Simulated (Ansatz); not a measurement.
# Formation energy and levels of the interstitial N_i (void) in MgO (Fm-3m)

Charge states of N_i (void) in MgO (Fm-3m), set against the band edges. Model: a cell of 54 host atoms with 1 N put in.

Main program and level: Ansatz 0.2.0; place-levels on r2SCAN runs: charge-transition levels and formation energies with image-charge correction and potential alignment at the atomic sites; PAW set soft_1.

The experiments to compare with:

“Electronic structure of alkaline earth and post-transition metal oxides” (2009, arxiv:0908.1581) quotes from earlier work for MgO, rocksalt (bulk crystal): band gap (literature experimental gap) 7.83 eV [Literature value based on experiment; other listed experimental values range from 7.7 to …].

In doubt: warnings of the run leave room for a lower electronic state (in some of the runs), so energies may not be the lowest and differences between runs may mislead.

## Step 1: The starting structure

The cell holds 55 atoms: 27 Mg, 27 O and 1 N. Its edges and angles: a = 8.925 Å, b = 8.925 Å, c = 8.925 Å, α = 60.0°, β = 60.0°, γ = 60.0°. It derives from MgO (space group Fm-3m). Nearest the centre at fractional (0.250, 0.250, 0.917): N55 at 0.00 Å, Mg25 at 1.82 Å, O2 at 1.82 Å, Mg19 at 1.82 Å, O24 at 1.82 Å, O12 at 1.82 Å, Mg7 at 1.82 Å, Mg29 at 1.82 Å.

The host's dielectric constants go in as inputs: 3.24 for the electrons alone, 10.37 with the ions, from a response run on this crystal (DFPT, PBEsol) at that run's own cell.

The cell's shortest repeat is 8.9 Å.

## Step 2: What was run first

Levels follow from differences of total energies between charge states, each relaxed by itself.

Random displacements of about 0.05 Å break the site symmetry at the start, so that the relaxation can reach a distorted minimum if there is one. Forces are taken at one point at (¼, ¼, ¼). The cell holds 1 electron more than the neutral one, with a uniform background that keeps it neutral on the whole.

The sampling was tested on the host first: at the k-points planned (1x1x1 shifted 0.25 0.25 0.25) its energy lies 0.020 eV an atom from the dense-mesh value, under the bound of 0.02 eV set for this test; that bounds the host's error, not the defect's.

One of the inputs; charge, spin and start change from state to state.

qm1.relax/input.yaml reads:

```yaml
crystal:
  lattice:
    - [0.0, 6.31124291, 6.31124291]
    - [6.31124291, 0.0, 6.31124291]
    - [6.31124291, 6.31124291, 0.0]
  atoms:
    - { symbol: Mg, position: [0.0, 0.0, 0.0] }
    - { symbol: O, position: [0.16666667, 0.16666667, 0.16666667] }
    - { symbol: Mg, position: [0.0, 0.0, 0.33333333] }
    - { symbol: O, position: [0.16666667, 0.16666667, 0.5] }
    - { symbol: Mg, position: [0.0, 0.0, 0.66666667] }
    - { symbol: O, position: [0.16666667, 0.16666667, 0.83333333] }
    - { symbol: Mg, position: [0.0, 0.33333333, 0.0] }
    - { symbol: O, position: [0.16666667, 0.5, 0.16666667] }
    - { symbol: Mg, position: [0.0, 0.33333333, 0.33333333] }
    - { symbol: O, position: [0.16666667, 0.5, 0.5] }
    - { symbol: Mg, position: [0.0, 0.33333333, 0.66666667] }
    - { symbol: O, position: [0.16666667, 0.5, 0.83333333] }
    - { symbol: Mg, position: [0.0, 0.66666667, 0.0] }
    - { symbol: O, position: [0.16666667, 0.83333333, 0.16666667] }
    - { symbol: Mg, position: [0.0, 0.66666667, 0.33333333] }
    - { symbol: O, position: [0.16666667, 0.83333333, 0.5] }
    - { symbol: Mg, position: [0.0, 0.66666667, 0.66666667] }
    - { symbol: O, position: [0.16666667, 0.83333333, 0.83333333] }
    - { symbol: Mg, position: [0.33333333, 0.0, 0.0] }
    - { symbol: O, position: [0.5, 0.16666667, 0.16666667] }
    - { symbol: Mg, position: [0.33333333, 0.0, 0.33333333] }
    - { symbol: O, position: [0.5, 0.16666667, 0.5] }
    - { symbol: Mg, position: [0.33333333, 0.0, 0.66666667] }
    - { symbol: O, position: [0.5, 0.16666667, 0.83333333] }
    - { symbol: Mg, position: [0.33333333, 0.33333333, 0.0] }
    - { symbol: O, position: [0.5, 0.5, 0.16666667] }
    - { symbol: Mg, position: [0.33333333, 0.33333333, 0.33333333] }
    - { symbol: O, position: [0.5, 0.5, 0.5] }
    - { symbol: Mg, position: [0.33333333, 0.33333333, 0.66666667] }
    - { symbol: O, position: [0.5, 0.5, 0.83333333] }
    - { symbol: Mg, position: [0.33333333, 0.66666667, 0.0] }
    - { symbol: O, position: [0.5, 0.83333333, 0.16666667] }
    - { symbol: Mg, position: [0.33333333, 0.66666667, 0.33333333] }
    - { symbol: O, position: [0.5, 0.83333333, 0.5] }
    - { symbol: Mg, position: [0.33333333, 0.66666667, 0.66666667] }
    - { symbol: O, position: [0.5, 0.83333333, 0.83333333] }
    - { symbol: Mg, position: [0.66666667, 0.0, 0.0] }
    - { symbol: O, position: [0.83333333, 0.16666667, 0.16666667] }
    - { symbol: Mg, position: [0.66666667, 0.0, 0.33333333] }
    - { symbol: O, position: [0.83333333, 0.16666667, 0.5] }
    - { symbol: Mg, position: [0.66666667, 0.0, 0.66666667] }
    - { symbol: O, position: [0.83333333, 0.16666667, 0.83333333] }
    - { symbol: Mg, position: [0.66666667, 0.33333333, 0.0] }
    - { symbol: O, position: [0.83333333, 0.5, 0.16666667] }
    - { symbol: Mg, position: [0.66666667, 0.33333333, 0.33333333] }
    - { symbol: O, position: [0.83333333, 0.5, 0.5] }
    - { symbol: Mg, position: [0.66666667, 0.33333333, 0.66666667] }
    - { symbol: O, position: [0.83333333, 0.5, 0.83333333] }
    - { symbol: Mg, position: [0.66666667, 0.66666667, 0.0] }
    - { symbol: O, position: [0.83333333, 0.83333333, 0.16666667] }
    - { symbol: Mg, position: [0.66666667, 0.66666667, 0.33333333] }
    - { symbol: O, position: [0.83333333, 0.83333333, 0.5] }
    - { symbol: Mg, position: [0.66666667, 0.66666667, 0.66666667] }
    - { symbol: O, position: [0.83333333, 0.83333333, 0.83333333] }
    - { symbol: "N", position: [0.25, 0.25, 0.916667] }
  host:
    repeats: [3, 3, 3]
    atoms:
      - { symbol: Mg, position: [0.0, 0.0, 0.0] }
      - { symbol: O, position: [0.5, 0.5, 0.5] }
total_charge: -1
basis:
  ecutwfc: 500
  xc_grid: 2
hamiltonian:
  xc: r2scan
  pseudopotentials: { kind: paw, azcp: { folder: soft_1 } }
kpoints:
  mp_grid: { grid: [1, 1, 1], shift: [0.25, 0.25, 0.25] }
scf:
  occupations: { method: fixed }
  max_iter: 80
output:
  forces: true
  charged_corrections:
    epsilon: 3.24
    static_epsilon: 10.37
    defect_position: [0.25, 0.25, 0.916667]
relax:
  f_tol: 0.02
  max_steps: 80
  random_displacement: { amplitude: 0.05, seed: 9598 }
checkpoint:
  write: "../qm1.relax.run"
  compress: false
  write_wavefunctions: true
  write_every: 100000
```

The run is started by

```bash
> ansatz run input.yaml --threads 4 --pin off --max-ram 7536MiB --backend cpu --events-out ev --progress --plain --runs-dir out
```

Defect states can disperse in a cell of this size, so the energy is taken again at a 2×2×2 shifted mesh, on the relaxed structure.

The run of this state that the levels use, under r2SCAN:

qm1.point/input.yaml reads:

```yaml
crystal:
  checkpoint: "../qm1.relax.run"
  host: checkpoint
total_charge: -1
basis:
  ecutwfc: 500
  xc_grid: 2
hamiltonian:
  xc: r2scan
  pseudopotentials: { kind: paw, azcp: { folder: soft_1 } }
kpoints:
  mp_grid: { grid: [2, 2, 2], shift: [0.5, 0.5, 0.5] }
scf:
  occupations: { method: fermi_dirac, width: 0.01 }
  max_iter: 80
output:
  forces: true
  eigenvalues: true
  charged_corrections:
    epsilon: 3.24
    static_epsilon: 10.37
    defect_position: [0.25, 0.25, 0.916667]
  eigenstates: { localisation: true }
  populations: true
  band_densities: [{ bands: [v1, v1] }, { bands: [c1, c1] }]
  write_density: true
  write_potential: true
  volumetric_format: npy
  elf: true
checkpoint:
  read: "../qm1.relax.run"
  write: "../qm1.point.run"
  compress: false
  write_wavefunctions: false
  write_every: 100000
```

Relaxations under r2SCAN at one point at (¼, ¼, ¼); times on 4 threads of Arm Neoverse V2, shared host:

```csv
charge,moment (μB),occupations,outcome,steps,largest displacement against the far atoms (Å),time
−1,0,fixed,converged,17,1.42,3.6 min
0,1,fixed,converged,15,1.27,6.1 min
+1,0,fixed,converged,16,1.35,3.1 min
+1,2,fixed,converged,13,1.26,5.3 min
```

Single points under r2SCAN at a 2×2×2 shifted mesh; times on 4 threads of Arm Neoverse V2, shared host:

```csv
charge,moment (μB),occupations,outcome,time
−1,0,fermi-dirac,converged,58 s
0,1,fermi-dirac,converged,2.1 min
+1,0,fermi-dirac,converged,61 s
+1,2,fermi-dirac,converged,2.2 min
```

Distances (Å) from N55 to the nearest atoms after relaxation with r2SCAN:

```csv
charge,moment (μB),1.,2.,3.,4.,5.,6.
−1,0,O 1.45,Mg 1.90,Mg 1.90,Mg 2.03,Mg 2.06,O 2.48
0,1,O 1.34,Mg 1.94,Mg 1.94,Mg 2.08,Mg 2.40,O 2.49
+1,0,O 1.26,Mg 1.95,Mg 1.95,Mg 2.33,Mg 2.34,O 2.44
+1,2,O 1.24,Mg 2.02,Mg 2.05,Mg 2.05,O 2.57,O 2.57
```

## Step 3: Placing the levels, r2SCAN

A charged cell interacts with its images and the background, and its potential has another zero than the host's. place-levels removes the first by a point-charge model, screened by the static dielectric constant since the ions have relaxed around the charge, and the second by comparing potentials at atoms far from the defect.

The host is a run of the defect-free crystal in the same cutoffs, grids and k-points, so that basis and sampling errors cancel in part in the differences. The host is run in a cell of 2 atoms on a matching mesh. Its band edges are searched through the zone by a band path, so the gap is smaller than, or equal to, that on the mesh. Chemical potentials are energies per atom of N (N2 molecule), run with the same functional and cutoff.

levels.point.yaml reads:

```yaml
host:
  run: host.point.run
states: [qm1.point.run, q0_M1.point.run, qp1.point.run, qp1_M2.point.run]
geometry_from:
  qm1.point.run: qm1.relax.run
  q0_M1.point.run: q0_M1.relax.run
  qp1.point.run: qp1.relax.run
  qp1_M2.point.run: qp1_M2.relax.run
chemical_potentials:
  "N":
    energy: -384.814403
    dataset: "<sha256 of the dataset>"
epsilon: 3.24
static_epsilon: 10.37
vertical:
  - { from: qm1.point.run, to: qm1.point_neutral.run }
  - { from: qp1.point.run, to: qp1.point_neutral.run }
  - { from: qp1_M2.point.run, to: qp1_M2.point_neutral.run }
```

The run is started by

```bash
> ansatz place-levels levels.point.yaml -- --threads 4 --pin off --max-ram 7536MiB
```

Numbers of over 12 decimals in the logs are rounded to 6 here.

Output:

```text
[... repeated set-up lines and file paths are left out, and long positions are rounded to six places ...]
(+1/0) 1.758 eV above the valence edge, 3.920 eV under the conduction edge
(0/-1) 3.173 eV above the valence edge, 2.505 eV under the conduction edge
formation energy of charge +1: +4.875 eV with the Fermi level at the valence edge
formation energy of charge 0: +6.633 eV with the Fermi level at the valence edge
formation energy of charge -1: +9.805 eV with the Fermi level at the valence edge
vertical -1 to 0: no energy, since no alignment is typed
  the change from vertical[0].from (qm1.point.run) to vertical[0].to (qm1.point_neutral.run): by its potential at epsilon 3.24 it stands at 0.191 0.168 0.836, with an rms radius of about 0.8 Å (0.8 0.0 0.0 Å across the planes of the cell's vectors); [...]
vertical +1 to 0: no energy, since no alignment is typed
  the change from vertical[1].from (qp1.point.run) to vertical[1].to (qp1.point_neutral.run): by its potential at epsilon 3.24 it stands at 0.169 0.468 0.863, with an rms radius of about 1.2 Å (0.3 0.8 0.8 Å across the planes of the cell's vectors); [...]
vertical +1 to 0: no energy, since no alignment is typed
  the change from vertical[2].from (qp1_M2.point.run) to vertical[2].to (qp1_M2.point_neutral.run): by its potential at epsilon 3.24 it stands at 0.178 0.178 0.121, with an rms radius of about 1.0 Å (0.0 0.0 1.0 Å across the planes of the cell's vectors); [...]
  edges by r2scan, gap 5.678 eV; the host is sampled to repeats of 17.85 Å
  the defect's cells are sampled to repeats of 17.85 Å, like sampling
  charge +1: -67842.3336 eV with its correction of +0.443 eV, at epsilon 10.37, aligned at sites: +0.1912 eV, mean over 22 atomic sites at or beyond 4.46 Å from the defect at [0.2500, 0.2500, 0.9167], with +0.000000 for the charge's moments and without [...]
  charge 0: +0.000 eV for its dipole among its images, +0.000 omitted
  charge -1: -67822.0343 eV with its correction of +0.096 eV, at epsilon 10.37, aligned at sites: +0.1564 eV, mean over 22 atomic sites at or beyond 4.46 Å from the defect at [0.2500, 0.2500, 0.9167], with +0.000000 for the charge's moments and without [...]
  charge +1: states[2] (qp1.point.run) stands 0.851 eV higher, with a moment of 0.00 μB against 2.00
  of states[3] (qp1_M2.point.run): its alignment with the host at atomic sites is doubtful: the mean over the far sites moves by +0.0957 eV from their farther parts to their nearer, more than 0.05 eV. [...]
  of states[1] (q0_M1.point.run): its alignment with the host at atomic sites is doubtful: the mean over the far sites moves by +0.1321 eV from their farther parts to their nearer, more than 0.05 eV. [...]
  of states[0] (qm1.point.run): its alignment with the host at atomic sites is doubtful: the mean over the far sites moves by +0.1226 eV from their farther parts to their nearer, more than 0.05 eV. [...]
  of states[2] (qp1.point.run): its alignment with the host at atomic sites is doubtful: the mean over the far sites moves by +0.0692 eV from their farther parts to their nearer, more than 0.05 eV. [...]
  of vertical[0].from (qm1.point.run): of the run under geometry_from: earlier_solves_read_negative
  of vertical[0].to (qm1.point_neutral.run): stability_check_not_made
  of vertical[1].from (qp1.point.run): its displacements don't fall off away from the defect: farther atoms stand 0.024 Å off the host's places. [...]
  of vertical[1].to (qp1.point_neutral.run): its displacements don't fall off away from the defect: farther atoms stand 0.024 Å off the host's places. [...]
  of vertical[2].from (qp1_M2.point.run): its displacements don't fall off away from the defect: farther atoms stand 0.024 Å off the host's places. [...]
  of vertical[2].to (qp1_M2.point_neutral.run): its displacements don't fall off away from the defect: farther atoms stand 0.024 Å off the host's places. [...]
```

The job ended after 0.37 s (4 threads of Arm Neoverse V2, shared host).

Levels between the charges placed, in eV above the valence top:

```csv
,gap (eV),(+1/0),(0/−1)
r2SCAN,5.68,1.76,3.17
```

Corrections by state:

```csv
charge,moment (μB),image terms and alignment (eV),band filling (eV),ε used,"over the lowest of its charge, as the program ranks them, band filling apart (eV)"
+1,2.0,0.443,-,10.37,0.000
0,1.0,0.000,-,-,0.000
−1,0.0,0.096,-,10.37,0.000
+1,0.0,0.426,-,10.37,0.851
```

The charged structures listed were also run neutral, and place-levels reads from each pair, by the potential or the spins, how wide the charge is by which they differ; that can be the carrier of either run.

```csv
charge,rms radius (Å),spread where it is widest against the cell (Å),wide from (Å),reading
+1,1.0,0.96,1.26,narrow
−1,0.8,0.77,1.26,narrow
```

The neutral runs of these pairs need not share the spin of the lowest neutral state, and very wide values only mean spread over the cell.

From the program's caveats on the states, each cut to its opening words:

- charge +1 (2 μB): its alignment with the host at atomic sites is doubtful: the mean over the far sites moves by +0.0957 eV from their farther parts to their nearer, more than [...]
- charge +1 (2 μB), +1: its displacements don't fall off away from the defect: farther atoms stand 0.024 Å off the host's places
- charge +1 (2 μB), 0 (1 μB): flagged: stability check not made
- charge 0 (1 μB): its alignment with the host at atomic sites is doubtful: the mean over the far sites moves by +0.1321 eV from their farther parts to their nearer, more than [...]
- charge 0 (1 μB): its displacements don't fall off away from the defect: farther atoms stand 0.02 Å off the host's places
- charge −1: its alignment with the host at atomic sites is doubtful: the mean over the far sites moves by +0.1226 eV from their farther parts to their nearer, more than [...]
- charge +1: its alignment with the host at atomic sites is doubtful: the mean over the far sites moves by +0.0692 eV from their farther parts to their nearer, more than [...]

The host's formation energy from the elements is -2.963 eV per atom; it sets how far the chemical potentials can move.

Limit set by the element alone; other compounds of these elements are not counted. Chemical potentials from the elements' reference states: Mg 0.00 eV, O -5.93 eV, N 0.00 eV. Formation energies (Mg-rich), with the Fermi level at the valence top and at the conduction bottom (gap 5.68 eV):

```csv
charge,at valence top (eV),at conduction bottom (eV),correction included (eV)
+1,4.87,10.55,0.44
0,6.63,6.63,0.00
−1,9.81,4.13,0.10
```

```csv
Fermi level (eV),lowest formation energy (eV)
0.00,4.87
0.52,5.39
1.03,5.91
1.55,6.42
2.06,6.63
2.58,6.63
3.10,6.63
3.61,6.19
4.13,5.67
4.65,5.16
5.16,4.64
5.68,4.13
```

Limit set by the element alone; other compounds of these elements are not counted. Chemical potentials from the elements' reference states: O 0.00 eV, Mg -5.93 eV, N 0.00 eV. Formation energy by charge state (O-rich; gap 5.68 eV):

```csv
charge,at valence top (eV),at conduction bottom (eV),correction included (eV)
+1,4.87,10.55,0.44
0,6.63,6.63,0.00
−1,9.81,4.13,0.10
```

| Fermi level (eV) | lowest formation energy (eV) |
| --- | --- |
| 0.00 | 4.87 |
| 0.52 | 5.39 |
| 1.03 | 5.91 |
| 1.55 | 6.42 |
| 2.06 | 6.63 |
| 2.58 | 6.63 |
| 3.10 | 6.63 |
| 3.61 | 6.19 |
| 4.13 | 5.67 |
| 4.65 | 5.16 |
| 5.16 | 4.64 |
| 5.68 | 4.13 |

## Step 4: The same at the relaxations' own k-points

The relaxations' own energies give the levels at their sampling, for comparison.

levels.relax_mesh.yaml reads:

```yaml
host:
  run: host.relax.run
states: [qm1.relax.run, q0_M1.relax.run, qp1.relax.run, qp1_M2.relax.run]
chemical_potentials:
  "N":
    energy: -384.814403
    dataset: "<sha256 of the dataset>"
```

The run is started by

```bash
> ansatz place-levels levels.relax_mesh.yaml -- --threads 4 --pin off --max-ram 7536MiB
```

Output:

```text
(+1/0) 1.724 eV above the valence edge, 3.935 eV under the conduction edge
(0/-1) 3.078 eV above the valence edge, 2.581 eV under the conduction edge
formation energy of charge +1: +4.865 eV with the Fermi level at the valence edge
formation energy of charge 0: +6.590 eV with the Fermi level at the valence edge
formation energy of charge -1: +9.667 eV with the Fermi level at the valence edge
  edges by r2scan, gap 5.659 eV; the host is sampled to repeats of 8.93 Å
[... the lines on each state left out ...]
```

The job ended after 0.11 s (4 threads).

Levels between neighbouring charges, in eV above the valence top:

```csv
,gap (eV),(+1/0),(0/−1)
"one point at (¼, ¼, ¼)",5.66,1.72,3.08
a 2×2×2 shifted mesh,5.68,1.76,3.17
```

Going from one point at (¼, ¼, ¼) to a 2×2×2 shifted mesh moves the levels that carry no band-filling term by up to 0.10 eV and formation energies against the elements by up to 0.14 eV.

## Step 5: Results

| Item | Value |
| --- | --- |
| gap of the host | 5.68 eV (r2SCAN) |
| level (plus 1/0) | 1.76 eV above the valence top |
| level (0/minus 1) | 3.17 eV above the valence top |
| lowest of the charges placed, just above the valence top (0.02 eV) | +1 |
| lowest of the charges placed, just below the conduction bottom (0.02 eV) | −1 |
| lowest formation energy at mid-gap of the charges run, Mg-rich | 6.63 eV |
| lowest formation energy at mid-gap of the charges run, O-rich | 6.63 eV |

In words: Of the charges placed (−1, 0 and +1), the lowest changes at 1.76 eV (+1/0) and 3.17 eV (0/−1) above the valence top, in a gap of 5.68 eV. Charges above +1 and below −1 were not placed, so these runs say nothing of levels that involve them. States placed: +1 at 2 μB and 0 μB; 0 at 1 μB; −1 at 0 μB. Other spin states or structures, where not listed, weren't placed. At charge −1, 0 and +1 the atom put in ends up to 1.4 Å from its starting place, so the name tells the start alone and the levels can join different sites. N is taken at its element; compounds, which aren't counted here, bound the chemical potentials and would shift these formation energies. Going from one point at (¼, ¼, ¼) to a 2×2×2 shifted mesh moves the levels that carry no band-filling term by up to 0.10 eV and formation energies against the elements by up to 0.14 eV. The program doubts the alignment of potentials for at least one state, a sign that the cell is small. Limits: the images are only 8.9 Å apart; r2SCAN makes the gap too small and tends to spread out bound carriers; where a gas molecule sets a chemical potential or the host's formation energy, its binding is uncorrected; force components of up to 0.17 eV/Å remain in a run at the final settings.

Comparison with the measured values:

| quantity | measured | r2SCAN |
| --- | --- | --- |
| band gap (least gap of the host) (eV) | 7.83 | 5.68 (-2.15 eV) |

Measured values from arxiv:0908.1581 (2009).

Verdict: The band gap is off by -2.15 eV. Local and semilocal functionals usually give gaps below the measured ones. Zero-point and thermal motion shift the measured gap.

[Logs are printed without paths, hosts, clocks, repeated set-up lines and the standing remarks that a program may print on its own settings, such as how far it seeks lower states.]

[Hosts, paths, dates, database ids (printed as entryN), source tags and the programs' standing remarks are cut or masked in the printed files.]

[Where a table of states has a column of steps, it counts the stored structures, which are thinned; the runs took as many ionic steps or more.]

[A defect's name tells the site on which it was built; relaxed atoms can leave that site.]

[For some hosts the program warned that the k-mesh of the response run may be too coarse for force constants and the static dielectric constant; such warnings are not shown here.]
